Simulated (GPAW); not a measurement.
# ZrSi2P4 monolayer in an electric field, part 2 of 2

Wanted: the out-of-plane polarisability of ZrSi2P4 monolayer.

GPAW 26.7.0; GPAW, PAW setups; layer in a repeated cell with vacuum, relaxation of atoms and in-plane cell (the session's first sound run).

So far. Step 8 (In a field): The dipole is now 0.0726 e Å, against -2.6e-4 in the run without a field. Step 9 (Field on): The dipole is now 0.145 e Å, against -2.6e-4 in the run without a field.

### Step 10. In a field

File run.py:

```python
import json
import numpy as np
from ase import Atoms
from gpaw import GPAW, PW
from gpaw.external import ConstantElectricField

slab = Atoms(
    ['P', 'Si', 'P', 'Zr', 'P', 'Si', 'P'],
    positions=[
        [0.00000, 0.00000, 9.00000],
        [-0.00000, 2.09945, 9.97579],
        [-0.00000, 2.09945, 12.22800],
        [-0.00000, -0.00000, 13.77789],
        [-0.00000, 2.09945, 15.32779],
        [-0.00000, 2.09945, 17.57999],
        [-0.00000, -0.00000, 18.55579]],
    cell=[[3.63636, 0.0, 0.0], [-1.81818, 3.14918, 0.0], [0.0, 0.0, 27.5558]],
    pbc=[True, True, False])

slab.calc = GPAW(mode=PW(400), xc='PBE', kpts={'size': (9, 9, 1), 'gamma': True},
                 occupations={'name': 'fermi-dirac', 'width': 0.05}, nbands='200%',
                 convergence={'density': 1e-05}, maxiter=200,
                 poissonsolver={'dipolelayer': 'xy'},
                 external=ConstantElectricField(0.3, [0, 0, 1]),
                 symmetry={'tolerance': 1e-3}, txt='slab.txt')
result = {}
energy = slab.get_potential_energy()
fermi = slab.calc.get_fermi_level()
v = slab.calc.get_electrostatic_potential().mean((0, 1)) - fermi
n = slab.calc.get_pseudo_density().mean((0, 1))
L = slab.cell[2, 2]
z = np.arange(len(v)) * L / len(v)
low, high = slab.positions[:, 2].min(), slab.positions[:, 2].max()
below, above = np.interp([low - 6.8, high + 6.8], z, v)
slopes = [np.interp(x, z, np.gradient(v, z)) for x in (low - 6.8, high + 6.8)]
eps = np.array([[slab.calc.get_eigenvalues(k, s) for k in range(len(slab.calc.get_ibz_k_points()))]
                for s in range(slab.calc.get_number_of_spins())]) - fermi
top, bottom = eps[eps < 0].max(), eps[eps > 0].min()
dipole = slab.get_dipole_moment()[2]
print(f'energy {energy:.4f} eV, Fermi level {fermi:.4f} eV, dipole {dipole:.5f} e A')
print(f'potential 6.8 A off the faces, from the Fermi level: lower {below:.4f} eV, upper {above:.4f} eV')
print(f'slope of the potential there: lower {slopes[0]:.5f}, upper {slopes[1]:.5f} eV/A')
print(f'nearest levels on the mesh: {top:.4f} and {bottom:.4f} eV')
print('magnetic moment', round(slab.get_magnetic_moment(), 3))
result.update(energy=energy, fermi=fermi, dipole=dipole, below=below, above=above, slopes=slopes, edges=[top, bottom],
              z=z.tolist(), v=v.tolist(), n=n.tolist(), positions=slab.positions.tolist(),
              forces=slab.get_forces(apply_constraint=False).tolist(), moments=slab.get_magnetic_moments().tolist())
json.dump(result, open('result.json', 'w'))
```

On the command line:

```sh
$ OMP_NUM_THREADS=1 OPENBLAS_NUM_THREADS=1 python run.py
```

Elapsed: 1.9 min, on 1 thread of AMD EPYC 9B45 (Zen 5), shared host; peak memory 0.47 GiB.

The electrostatic potential energy of an electron (without an applied field's), less the Fermi level, planar mean oscillates, so the rows of the table below give means over windows of 1.72 Å about each position, cut where the curve ends. Its maxima inside the range that stand out by 2 % of the span (Å: eV): 3.9: 7.31, 9.6: -9.52, 11.2: 3.00, 12.9: -4.35, 14.6: -4.85, 16.4: 1.50, 18.0: -11.9. Its minima: 9.0: -12.1, 9.9: -10.6, 12.3: -10.4, 13.8: -17.3, 15.3: -11.3, 17.7: -12.8, 18.5: -14.8.

Table of electrostatic potential energy of an electron (without an applied field's), less the Fermi level, planar mean by z; means over each step:

z (Å), electrostatic potential energy of an electron (without an applied field's), less the Fermi level, planar mean (eV) and a bar from the least value:
```
     0.86        7.1 ##############################
     2.58        7.3 ##############################
     4.30        7.3 ##############################
     6.02        7.3 ##############################
     7.74        4.7 ##########################
     9.46       -9.6 ####
    11.18       -0.5 ##################
    12.90       -9.1 #####
    14.62       -9.7 ####
    16.34       -2.0 ################
    18.06      -12.1 
    19.78        1.2 #####################
    21.50        3.8 #########################
    23.22        3.9 #########################
    24.94        3.9 #########################
    26.66        4.0 #########################
```

The dipole is now 0.218 e Å, against -2.6e-4 in the run without a field.

### Step 11. The series

The members are put on one axis.

This step: induced dipole against applied field (GPAW 26.7.0).

Table of dipole along the normal by field:

```csv
field (V/Å),dipole along the normal (e·Å)
-0.200,-0.145
-0.100,-0.0726
-0.050,-0.0363
0.000,-2.6e-4
0.050,0.0363
0.100,0.0726
0.200,0.145
0.300,0.218
```

### Step 12. A changed run

One more run, with changed settings.

This step: GPAW, PAW setups; slab in vacuum (GPAW 26.7.0).

run.py, as its differences from that of step 10:

```diff
@@ -4,3 +4,2 @@
 from gpaw import GPAW, PW
-from gpaw.external import ConstantElectricField
 
@@ -19,7 +18,6 @@
 
-slab.calc = GPAW(mode=PW(400), xc='PBE', kpts={'size': (9, 9, 1), 'gamma': True},
+slab.calc = GPAW(mode=PW(400), xc='PBE', kpts={'size': (1, 1, 1), 'gamma': True},
                  occupations={'name': 'fermi-dirac', 'width': 0.05}, nbands='200%',
-                 convergence={'density': 1e-05}, maxiter=200,
+                 convergence={'density': 1e-05}, maxiter=50,
                  poissonsolver={'dipolelayer': 'xy'},
-                 external=ConstantElectricField(0.3, [0, 0, 1]),
                  symmetry={'tolerance': 1e-3}, txt='slab.txt')
```

It took 5 s on 1 thread; peak memory 0.2 GiB.

The run finished. A setting was moved off its sound value on purpose, so it serves as a test and not as the result.

The fault put into the input: one k-point (kpts = [1, 1]).

The two runs compared:

```csv
quantity,this run,sound run,difference
upper work function (eV),5.3932,5.5845,-0.191
lower work function (eV),5.3890,5.5803,-0.191
```

One result that differs is the lower work function, 5.39 eV against 5.58 eV.

### Step 13. Results

```yaml
work_function_both_faces: 5.58 eV
dipole_along_the_normal: -2.6e-4 e Å
induced_dipole_per_field: 0.726 e Å per V/Å
out_of_plane_polarisability_per_area_alpha_eps_0_a: 11.5 Å
```

**Reading.** The field induces 0.726 e Å per V/Å, a polarisable thickness α/(ε0 A) of 11.5 Å beside 9.56 Å between the outermost nuclei. A perfect conductor would give the distance between its two image planes; a dielectric of thickness t gives t(1 - 1/ε). The induced dipole is linear in the field over this range. The starting lattice was a guess from atomic radii; the relaxation moved it by 4 %. The small printed dipole stands for a step of 4.2 meV from the lower to the upper face, and the probes find 4.2 meV; values this small are near the numerical noise of both. The layer's cell and atoms come from the relaxation; spin-orbit coupling and temperature are left out.

[Logs are printed without paths, hosts, clocks, repeated set-up lines and the standing remarks that a program may print on its own settings, such as how far it seeks lower states.]

[Hosts, paths, dates, database ids (printed as entryN), source tags and the programs' standing remarks are cut or masked in the printed files.]
